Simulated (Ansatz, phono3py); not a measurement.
# Scattering channels in Sr3Y (hypothetical, Fm-3m), one at a time

Aim: with force constants in hand, see how mesh, solver, isotopes and boundaries change the conductivity of Sr3Y (hypothetical). The compound is hypothetical: it was made by swapping elements on a known structure type.

Method: DFT r2SCAN, scalar-relativistic, plane waves, PAW; PAW set soft_1, in the first sound run; inputs show where later runs differ, in Ansatz 0.2.0 and phono3py 4.10.0.

**1. Set-up**

The structure is cubic, space group Fm-3m (No. 225). Conventional cell: a = 9.077 Å, b = 9.077 Å, c = 9.077 Å, α = 90.00°, β = 90.00°, γ = 90.00°. Sr has 4 Sr at 3.93 Å and 4 Y at 3.93 Å nearest. Sr has 8 Sr at 3.93 Å nearest. Nearest to Y lie 8 Sr at 3.93 Å. Farther neighbours are not listed.

**2. Where the constants come from**

Input file input.yaml:

```yaml
crystal:
  lattice:
    - [0.0, 4.5384873077, 4.5384873077]
    - [4.5384873077, 0.0, 4.5384873077]
    - [4.5384873077, 4.5384873077, 0.0]
  atoms:
    - { symbol: Sr, position: [0.25, 0.25, 0.25] }
    - { symbol: Sr, position: [0.5, 0.5, 0.5] }
    - { symbol: Sr, position: [0.75, 0.75, 0.75] }
    - { symbol: "Y", position: [0.0, 0.0, 0.0] }
kpoints:
  mp_grid: { grid: [8, 8, 8] }
hamiltonian:
  xc: r2scan
  pseudopotentials: { kind: paw, azcp: { folder: soft_1 } }
scf:
  occupations: { method: methfessel_paxton, width: 0.2 }
  lower_state_search: "off"
output:
  eigenvalues: true
phonons:
  method: fd
  supercell: [2, 2, 2]
  temperatures: { t_max: 1000, t_step: 50 }
  qpath:
    path:
      - [[0.0, 0.0, 0.0], [0.5, 0.0, 0.5], [0.5, 0.25, 0.75], [0.375, 0.375, 0.75], [0.0, 0.0, 0.0], [0.5, 0.5, 0.5], [0.625, 0.25, 0.625], [0.5, 0.25, 0.75], [0.5, 0.5, 0.5], [0.375, 0.375, 0.75]]
      - [[0.625, 0.25, 0.625], [0.5, 0.0, 0.5]]
    npoints: 10
  third_order: { supercell: [2, 2, 2], pair_cutoff: 4.688 }
  lattice_thermal_conductivity:
    qmesh: [9, 9, 9]
    temperatures: [100.0, 150.0, 200.0, 300.0, 400.0, 500.0, 600.0, 800.0]
    isotope_mass_variance: [{ species: Sr, variance: 6.1e-05 }, { species: "Y", variance: 0.0 }]
  dielectric: false
```

Command:

```bash
ansatz run input.yaml --threads 18 --pin off --max-ram 92160MiB --backend cuda --events-out ev --progress --plain --runs-dir out --max-vram 78GiB
```

The job ended after 6.2 min (1 × NVIDIA GB200 with 18 threads of Arm Neoverse V2, shared host; peak memory 5.5 GiB).

This step gave:

```
highest frequency            : 117.3 cm⁻¹
κ at 300 K (relaxation time) : 3.449 W/m/K
κ at 300 K (full solution)   : 3.747 W/m/K
dipole term                  : none
third-order blocks           : 460
```

**3. Relaxation-time solution**

The base run: each mode relaxes on its own with natural isotopes, and rates are split into normal and umklapp parts.

This step: DFT r2SCAN, scalar-relativistic, plane waves, PAW; PAW set soft_1; phono3py on Ansatz's force constants (phono3py 4.10.0).

Input file phono3py.yaml:

```yaml
phono3py:
  version: "4.10.0"
  frequency_unit_conversion_factor: 15.633302
  symmetry_tolerance: 1.00000e-05

physical_unit:
  atomic_mass: "AMU"
  length: "angstrom"

space_group:
  type: "Fm-3m"
  number: 225
  Hall_symbol: "-F 4 2 3"

primitive_matrix:
- [  1.000000000000000,  0.000000000000000,  0.000000000000000 ]
- [  0.000000000000000,  1.000000000000000,  0.000000000000000 ]
- [  0.000000000000000,  0.000000000000000,  1.000000000000000 ]

supercell_matrix:
- [   2,   0,   0 ]
- [   0,   2,   0 ]
- [   0,   0,   2 ]

# [primitive_cell block left out]
unit_cell:
  lattice:
  - [     0.000000000000000,     4.538487307700000,     4.538487307700000 ] # a
  - [     4.538487307700000,     0.000000000000000,     4.538487307700000 ] # b
  - [     4.538487307700000,     4.538487307700000,     0.000000000000000 ] # c
  points:
  - symbol: Sr # 1
    coordinates: [  0.250000000000000,  0.250000000000000,  0.250000000000000 ]
    mass: 87.620000
    reduced_to: 1
  - symbol: Sr # 2
    coordinates: [  0.500000000000000,  0.500000000000000,  0.500000000000000 ]
    mass: 87.620000
    reduced_to: 2
  - symbol: Sr # 3
    coordinates: [  0.750000000000000,  0.750000000000000,  0.750000000000000 ]
    mass: 87.620000
    reduced_to: 3
  - symbol: Y # 4
    coordinates: [  0.000000000000000,  0.000000000000000,  0.000000000000000 ]
    mass: 88.905838
    reduced_to: 4

# [supercell block left out]
phonon_supercell_matrix:
- [   2,   0,   0 ]
- [   0,   2,   0 ]
- [   0,   0,   2 ]

# [phonon_primitive_cell block left out]
# [phonon_supercell block left out]
```

Command:

```bash
phono3py phono3py.yaml --mesh 9 9 9 --br --isotope --nu --ts 100 150 200 300 400 500 600 800
```

Log:

```text
Rust backend (phonors) using rayon (8 threads).
Running in phono3py.load mode.
Spglib version 2.8.0
----------------------------- General settings -----------------------------
Run mode: conductivity-RTA
HDF5 data compression filter: gzip
Crystal structure was read from "phono3py.yaml".
Supercell (dim): [2 2 2]
Phonon supercell (dim-fc2): [2 2 2]
Primitive matrix:
  [1. 0. 0.]
  [0. 1. 0.]
  [0. 0. 1.]
Spacegroup: Fm-3m (225)
Use -v option to watch primitive cell, unit cell, and supercell structures.
fc3 was read from "fc3.hdf5".
fc2 was read from "fc2.hdf5".
----------------------------- Force constants ------------------------------
Max drift of fc3: 0.00000100 (zzy) 0.00000100 (zzy) 0.00000100 (zyz)
Max drift of fc2: 0.00000200 (xx) 0.00000200 (xx)
--------------------------- Calculation settings ---------------------------
Non-analytical term correction (NAC): True
BZ integration: Tetrahedron-method
Temperature:  100.0  150.0  200.0  300.0  400.0 ... 800.0
Cutoff frequency: 0.01
Mesh sampling: [ 9 9 9 ]
Generating grid system ... [ 9 9 9 ]
fc3-r2q-transformation over three atoms: True
--------------------------- Phonon calculations ----------------------------
Running harmonic phonon calculations...
-------------------- Lattice thermal conductivity (RTA) --------------------
Running heat capacity calculations...
Running velocity calculations...
Running isotope scattering calculations with tetrahedron method...
======================= Grid point 0 (1/35) =======================
q-point: ( 0.00  0.00  0.00)
Boundary mean free path (millimeter): 1000.000
Mass variance parameters: 6.10e-05 6.10e-05 6.10e-05 0.00e+00
Number of triplets: 35
Frequency     group velocity (x, y, z)     |gv|
   0.002   (   0.000    0.000    0.000)    0.000
   0.002   (   0.000    0.000    0.000)    0.000
   0.002   (   0.000    0.000    0.000)    0.000
   2.472   (   0.000    0.000    0.000)    0.000
   2.472   (   0.000    0.000    0.000)    0.000
   2.472   (   0.000    0.000    0.000)    0.000
   2.743   (   0.000    0.000    0.000)    0.000
   2.743   (   0.000    0.000    0.000)    0.000
   2.743   (   0.000    0.000    0.000)    0.000
   3.516   (   0.000    0.000    0.000)    0.000
   3.516   (   0.000    0.000    0.000)    0.000
   3.516   (   0.000    0.000    0.000)    0.000
======================= Grid point 1 (2/35) =======================
q-point: ( 0.11  0.00  0.00)
Boundary mean free path (millimeter): 1000.000
Mass variance parameters: 6.10e-05 6.10e-05 6.10e-05 0.00e+00
Number of triplets: 85
Frequency     group velocity (x, y, z)     |gv|
   0.402   ( -10.791   10.791   10.791)   18.690
   0.402   ( -10.791   10.791   10.791)   18.690
   0.799   ( -21.208   21.208   21.208)   36.734
   2.189   (  10.857  -10.857  -10.857)   18.805
[...]
[32 grid points left out]
======================= Grid point 209 (35/35) =======================
q-point: ( 0.67  0.44  0.22)
Boundary mean free path (millimeter): 1000.000
Mass variance parameters: 6.10e-05 6.10e-05 6.10e-05 0.00e+00
Number of triplets: 205
Frequency     group velocity (x, y, z)     |gv|
[...]
2.270   (   0.000    2.683    9.128)    9.514
   2.381   (   0.000   -0.175   -3.499)    3.503
   2.481   (  -0.000   -1.551    0.186)    1.562
   2.537   (   0.000   -0.316   -8.786)    8.792
   2.827   (   0.000    8.589    9.705)   12.960
   3.041   (   0.000    4.412   -7.461)    8.667
   3.072   (  -0.000   -7.889   -0.739)    7.923
   3.223   (  -0.000   -0.197   -1.792)    1.802
=================== End of collection of collisions ===================
----------- Thermal conductivity (W/m-k) with tetrahedron method -----------
#  T(K)        xx         yy         zz         yz         xz         xy
  100.0       9.010      9.010      9.010      0.000     -0.000     -0.000
  150.0       6.156      6.156      6.156      0.000     -0.000     -0.000
  200.0       4.665      4.665      4.665      0.000     -0.000     -0.000
  300.0       3.137      3.137      3.137      0.000     -0.000     -0.000
  400.0       2.361      2.361      2.361      0.000     -0.000     -0.000
  500.0       1.893      1.893      1.893      0.000     -0.000     -0.000
  600.0       1.579      1.579      1.579      0.000     -0.000     -0.000
  800.0       1.186      1.186      1.186      0.000     -0.000     -0.000

Thermal conductivity related properties were written into
"kappa-m999.hdf5".
Summary of calculation was written in "phono3py.yaml".
```

Wall time 1.3 s (8 threads); peak memory 0.07 GiB.

This step gave:

```
κ at 300 K                                       : 3.137 W/m/K
κ xx, yy, zz at 300 K                            : 3.137, 3.137, 3.137 W/m/K
normal share of three-phonon scattering at 300 K : 0.473
```

W/m/K. Kappa, by row:

| T (K) | xx | yy | zz | yz | xz | xy |
| --- | --- | --- | --- | --- | --- | --- |
| 100 | 9.01 | 9.01 | 9.01 | 0 | 0 | 0 |
| 150 | 6.156 | 6.156 | 6.156 | 0 | 0 | 0 |
| 200 | 4.665 | 4.665 | 4.665 | 0 | 0 | 0 |
| 300 | 3.137 | 3.137 | 3.137 | 0 | 0 | 0 |
| 400 | 2.361 | 2.361 | 2.361 | 0 | 0 | 0 |
| 500 | 1.893 | 1.893 | 1.893 | 0 | 0 | 0 |
| 600 | 1.579 | 1.579 | 1.579 | 0 | 0 | 0 |
| 800 | 1.186 | 1.186 | 1.186 | 0 | 0 | 0 |

The lattice thermal conductivity, xx by temperature:

| temperature (K) | lattice thermal conductivity, xx (W/m/K) |
| --- | --- |
| 100 | 9.01 |
| 150 | 6.16 |
| 200 | 4.67 |
| 300 | 3.14 |
| 400 | 2.36 |
| 500 | 1.89 |
| 600 | 1.58 |
| 800 | 1.19 |

Mean scattering rate at 300 K against frequency:

| frequency (THz) | normal (1/ps) | umklapp (1/ps) |
| --- | --- | --- |
| 0.07 | - | - |
| 0.22 | - | - |
| 0.37 | 0.0303 | 0.00332 |
| 0.51 | - | - |
| 0.66 | 0.0477 | 0.0193 |
| 0.81 | 0.0551 | 0.0301 |
| 0.95 | 0.0653 | 0.0401 |
| 1.10 | 0.065 | 0.0594 |
| 1.25 | 0.0608 | 0.0936 |
| 1.39 | 0.0637 | 0.0946 |
| 1.54 | 0.064 | 0.0793 |
| 1.69 | 0.0722 | 0.0685 |
| 1.83 | 0.0713 | 0.0668 |
| 1.98 | 0.0623 | 0.0796 |
| 2.13 | 0.0499 | 0.0572 |
| 2.27 | 0.0421 | 0.0417 |
| 2.42 | 0.0708 | 0.0432 |
| 2.57 | 0.07 | 0.0859 |
| 2.71 | 0.0955 | 0.111 |
| 2.86 | 0.0986 | 0.149 |
| 3.01 | 0.0673 | 0.0837 |
| 3.15 | 0.0848 | 0.107 |
| 3.30 | 0.0886 | 0.138 |
| 3.45 | 0.155 | 0.121 |

The base value at 300 K is 3.14 W/(m K).

The lattice thermal conductivity, xx is 3.14 W/m/K at 300 K, going as T^-1.0 above 200 K.

**4. Two programs, one set of constants**

This step: DFT r2SCAN, scalar-relativistic, plane waves, PAW; PAW set soft_1 (Ansatz 0.2.0).

Ansatz's figure includes its coherence part. Comparison, by row:

| T (K) | Ansatz RTA (W/m/K) | phono3py RTA (W/m/K) | difference (%) |
| --- | --- | --- | --- |
| 100 | 9.732 | 9.01 | -7.42 |
| 150 | 6.66 | 6.156 | -7.57 |
| 200 | 5.069 | 4.665 | -7.97 |
| 300 | 3.449 | 3.137 | -9.05 |
| 400 | 2.633 | 2.361 | -10.33 |
| 500 | 2.142 | 1.893 | -11.62 |
| 600 | 1.814 | 1.579 | -12.95 |
| 800 | 1.405 | 1.186 | -15.59 |

**5. Without isotopes, third order supercell 2×2×2, supercell 2×2×2**

Leaving out the isotope term shows how much the natural mass disorder scatters.

This step: DFT r2SCAN, scalar-relativistic, plane waves, PAW; PAW set soft_1; phono3py on Ansatz's force constants (phono3py 4.10.0).

phono3py.yaml is that of step 3.

Command:

```bash
phono3py phono3py.yaml --mesh 9 9 9 --br --ts 100 150 200 300 400 500 600 800
```

Log:

```text
Rust backend (phonors) using rayon (8 threads).
Running in phono3py.load mode.
Spglib version 2.8.0
----------------------------- General settings -----------------------------
Run mode: conductivity-RTA
HDF5 data compression filter: gzip
Crystal structure was read from "phono3py.yaml".
Supercell (dim): [2 2 2]
Phonon supercell (dim-fc2): [2 2 2]
Primitive matrix:
  [1. 0. 0.]
  [0. 1. 0.]
  [0. 0. 1.]
Spacegroup: Fm-3m (225)
Use -v option to watch primitive cell, unit cell, and supercell structures.
fc3 was read from "fc3.hdf5".
fc2 was read from "fc2.hdf5".
----------------------------- Force constants ------------------------------
Max drift of fc3: 0.00000100 (zzy) 0.00000100 (zzy) 0.00000100 (zyz)
Max drift of fc2: 0.00000200 (xx) 0.00000200 (xx)
--------------------------- Calculation settings ---------------------------
Non-analytical term correction (NAC): True
BZ integration: Tetrahedron-method
Temperature:  100.0  150.0  200.0  300.0  400.0 ... 800.0
Cutoff frequency: 0.01
Mesh sampling: [ 9 9 9 ]
Generating grid system ... [ 9 9 9 ]
fc3-r2q-transformation over three atoms: True
--------------------------- Phonon calculations ----------------------------
Running harmonic phonon calculations...
-------------------- Lattice thermal conductivity (RTA) --------------------
Running heat capacity calculations...
Running velocity calculations...
======================= Grid point 0 (1/35) =======================
q-point: ( 0.00  0.00  0.00)
Boundary mean free path (millimeter): 1000.000
Number of triplets: 35
Frequency     group velocity (x, y, z)     |gv|
   0.002   (   0.000    0.000    0.000)    0.000
   0.002   (   0.000    0.000    0.000)    0.000
   0.002   (   0.000    0.000    0.000)    0.000
   2.472   (   0.000    0.000    0.000)    0.000
   2.472   (   0.000    0.000    0.000)    0.000
   2.472   (   0.000    0.000    0.000)    0.000
   2.743   (   0.000    0.000    0.000)    0.000
   2.743   (   0.000    0.000    0.000)    0.000
   2.743   (   0.000    0.000    0.000)    0.000
   3.516   (   0.000    0.000    0.000)    0.000
   3.516   (   0.000    0.000    0.000)    0.000
   3.516   (   0.000    0.000    0.000)    0.000
======================= Grid point 1 (2/35) =======================
q-point: ( 0.11  0.00  0.00)
Boundary mean free path (millimeter): 1000.000
Number of triplets: 85
Frequency     group velocity (x, y, z)     |gv|
   0.402   ( -10.791   10.791   10.791)   18.690
   0.402   ( -10.791   10.791   10.791)   18.690
   0.799   ( -21.208   21.208   21.208)   36.734
   2.189   (  10.857  -10.857  -10.857)   18.805
[...]
[32 grid points left out]
======================= Grid point 209 (35/35) =======================
q-point: ( 0.67  0.44  0.22)
Boundary mean free path (millimeter): 1000.000
Number of triplets: 205
Frequency     group velocity (x, y, z)     |gv|
[...]
2.270   (   0.000    2.683    9.128)    9.514
   2.381   (   0.000   -0.175   -3.499)    3.503
   2.481   (  -0.000   -1.551    0.186)    1.562
   2.537   (   0.000   -0.316   -8.786)    8.792
   2.827   (   0.000    8.589    9.705)   12.960
   3.041   (   0.000    4.412   -7.461)    8.667
   3.072   (  -0.000   -7.889   -0.739)    7.923
   3.223   (  -0.000   -0.197   -1.792)    1.802
=================== End of collection of collisions ===================
----------- Thermal conductivity (W/m-k) with tetrahedron method -----------
#  T(K)        xx         yy         zz         yz         xz         xy
  100.0       9.182      9.182      9.182      0.000     -0.000     -0.000
  150.0       6.240      6.240      6.240      0.000     -0.000     -0.000
  200.0       4.714      4.714      4.714      0.000     -0.000     -0.000
  300.0       3.160      3.160      3.160      0.000     -0.000     -0.000
  400.0       2.374      2.374      2.374      0.000     -0.000     -0.000
  500.0       1.901      1.901      1.901      0.000     -0.000     -0.000
  600.0       1.585      1.585      1.585      0.000     -0.000     -0.000
  800.0       1.189      1.189      1.189      0.000     -0.000     -0.000

Thermal conductivity related properties were written into
"kappa-m999.hdf5".
Summary of calculation was written in "phono3py.yaml".
```

Elapsed: 1.1 s, on 8 threads; peak memory 0.07 GiB.

Numbers from this step:

```
κ at 300 K            : 3.16 W/m/K
κ xx, yy, zz at 300 K : 3.16, 3.16, 3.16 W/m/K
```

W/m/K. Kappa, by row:

| T (K) | xx | yy | zz | yz | xz | xy |
| --- | --- | --- | --- | --- | --- | --- |
| 100 | 9.182 | 9.182 | 9.182 | 0 | 0 | 0 |
| 150 | 6.24 | 6.24 | 6.24 | 0 | 0 | 0 |
| 200 | 4.714 | 4.714 | 4.714 | 0 | 0 | 0 |
| 300 | 3.16 | 3.16 | 3.16 | 0 | 0 | 0 |
| 400 | 2.374 | 2.374 | 2.374 | 0 | 0 | 0 |
| 500 | 1.901 | 1.901 | 1.901 | 0 | 0 | 0 |
| 600 | 1.585 | 1.585 | 1.585 | 0 | 0 | 0 |
| 800 | 1.189 | 1.189 | 1.189 | 0 | 0 | 0 |

κ at 300 K goes from 3.14 in the base run to 3.16 W/(m K).

**6. Another q-mesh, third order supercell 2×2×2, supercell 2×2×2**

The q-mesh of the transport sums changes, with the same scattering terms.

phono3py.yaml is that of step 5.

Command:

```bash
phono3py phono3py.yaml --mesh 3 3 3 --br --isotope --ts 100 300 600
```

Log:

```text
Rust backend (phonors) using rayon (8 threads).
Running in phono3py.load mode.
Spglib version 2.8.0
----------------------------- General settings -----------------------------
Run mode: conductivity-RTA
HDF5 data compression filter: gzip
Crystal structure was read from "phono3py.yaml".
Supercell (dim): [2 2 2]
Phonon supercell (dim-fc2): [2 2 2]
Primitive matrix:
  [1. 0. 0.]
  [0. 1. 0.]
  [0. 0. 1.]
Spacegroup: Fm-3m (225)
Use -v option to watch primitive cell, unit cell, and supercell structures.
fc3 was read from "fc3.hdf5".
fc2 was read from "fc2.hdf5".
----------------------------- Force constants ------------------------------
Max drift of fc3: 0.00000100 (zzy) 0.00000100 (zzy) 0.00000100 (zyz)
Max drift of fc2: 0.00000200 (xx) 0.00000200 (xx)
--------------------------- Calculation settings ---------------------------
Non-analytical term correction (NAC): True
BZ integration: Tetrahedron-method
Temperature:  100.0  300.0  600.0
Cutoff frequency: 0.01
Mesh sampling: [ 3 3 3 ]
Generating grid system ... [ 3 3 3 ]
fc3-r2q-transformation over three atoms: True
--------------------------- Phonon calculations ----------------------------
Running harmonic phonon calculations...
-------------------- Lattice thermal conductivity (RTA) --------------------
Running heat capacity calculations...
Running velocity calculations...
Running isotope scattering calculations with tetrahedron method...
======================= Grid point 0 (1/4) =======================
q-point: ( 0.00  0.00  0.00)
Boundary mean free path (millimeter): 1000.000
Mass variance parameters: 6.10e-05 6.10e-05 6.10e-05 0.00e+00
Number of triplets: 4
Frequency     group velocity (x, y, z)     |gv|
   0.002   (   0.000    0.000    0.000)    0.000
   0.002   (   0.000    0.000    0.000)    0.000
   0.002   (   0.000    0.000    0.000)    0.000
   2.472   (   0.000    0.000    0.000)    0.000
   2.472   (   0.000    0.000    0.000)    0.000
   2.472   (   0.000    0.000    0.000)    0.000
   2.743   (   0.000    0.000    0.000)    0.000
   2.743   (   0.000    0.000    0.000)    0.000
   2.743   (   0.000    0.000    0.000)    0.000
   3.516   (   0.000    0.000    0.000)    0.000
   3.516   (   0.000    0.000    0.000)    0.000
   3.516   (   0.000    0.000    0.000)    0.000
======================= Grid point 1 (2/4) =======================
q-point: ( 0.33  0.00  0.00)
Boundary mean free path (millimeter): 1000.000
Mass variance parameters: 6.10e-05 6.10e-05 6.10e-05 0.00e+00
Number of triplets: 6
Frequency     group velocity (x, y, z)     |gv|
   1.136   (  -8.857    8.857    8.857)   15.341
   1.136   (  -8.857    8.857    8.857)   15.341
   1.476   (   4.328   -4.328   -4.328)    7.496
   1.993   (   5.756   -5.756   -5.756)    9.970
[...]
======================= Grid point 4 (3/4) =======================
q-point: ( 0.33  0.33  0.00)
Boundary mean free path (millimeter): 1000.000
Mass variance parameters: 6.10e-05 6.10e-05 6.10e-05 0.00e+00
Number of triplets: 6
Frequency     group velocity (x, y, z)     |gv|
[...]
======================= Grid point 5 (4/4) =======================
q-point: (-0.33  0.33  0.00)
Boundary mean free path (millimeter): 1000.000
Mass variance parameters: 6.10e-05 6.10e-05 6.10e-05 0.00e+00
Number of triplets: 8
Frequency     group velocity (x, y, z)     |gv|
[...]
2.188   (   6.748   -6.748   -0.000)    9.544
   2.450   (  -0.966    0.966    0.000)    1.366
   2.475   (  -3.161    3.161    0.000)    4.470
   2.644   (  -5.035    5.035    0.000)    7.120
   2.805   (   6.990   -6.990   -0.000)    9.886
   2.945   (  -6.491    6.491    0.000)    9.180
   3.130   (  -2.306    2.306    0.000)    3.261
   3.305   (  -1.376    1.376    0.000)    1.945
=================== End of collection of collisions ===================
----------- Thermal conductivity (W/m-k) with tetrahedron method -----------
#  T(K)        xx         yy         zz         yz         xz         xy
  100.0      11.150     11.150     11.150      0.000     -0.000     -0.000
  300.0       4.139      4.139      4.139      0.000     -0.000     -0.000
  600.0       2.109      2.109      2.109      0.000     -0.000     -0.000

Thermal conductivity related properties were written into
"kappa-m333.hdf5".
Summary of calculation was written in "phono3py.yaml".
```

It took 0.59 s on 8 threads; peak memory 0.07 GiB; 0.58 s of CPU time.

Numbers from this step:

| Item | Value |
| --- | --- |
| κ at 300 K | 4.139 W/m/K |
| κ xx, yy, zz at 300 K | 4.139, 4.139, 4.139 W/m/K |

W/m/K. Kappa, by row:

| T (K) | xx | yy | zz | yz | xz | xy |
| --- | --- | --- | --- | --- | --- | --- |
| 100 | 11.15 | 11.15 | 11.15 | 0 | 0 | 0 |
| 300 | 4.139 | 4.139 | 4.139 | 0 | 0 | 0 |
| 600 | 2.109 | 2.109 | 2.109 | 0 | 0 | 0 |

This mesh is too coarse for the transport sums: κ at 300 K comes out at 4.14 against 3.14 W/(m K) in the base run.

[end of part 1 of 4]

[Logs are printed without paths, hosts, clocks, repeated set-up lines and the standing remarks that a program may print on its own settings, such as how far it seeks lower states.]

[Hosts, paths, dates, database ids (printed as entryN), source tags and the programs' standing remarks are cut or masked in the printed files.]

[A step with changed settings may run another functional than the one named; its input shows which.]

[Pressures of single members of a volume series are the stress at the run's cutoff; with an incomplete basis they can lie off −dE/dV of the same runs, and they are not shown converged.]
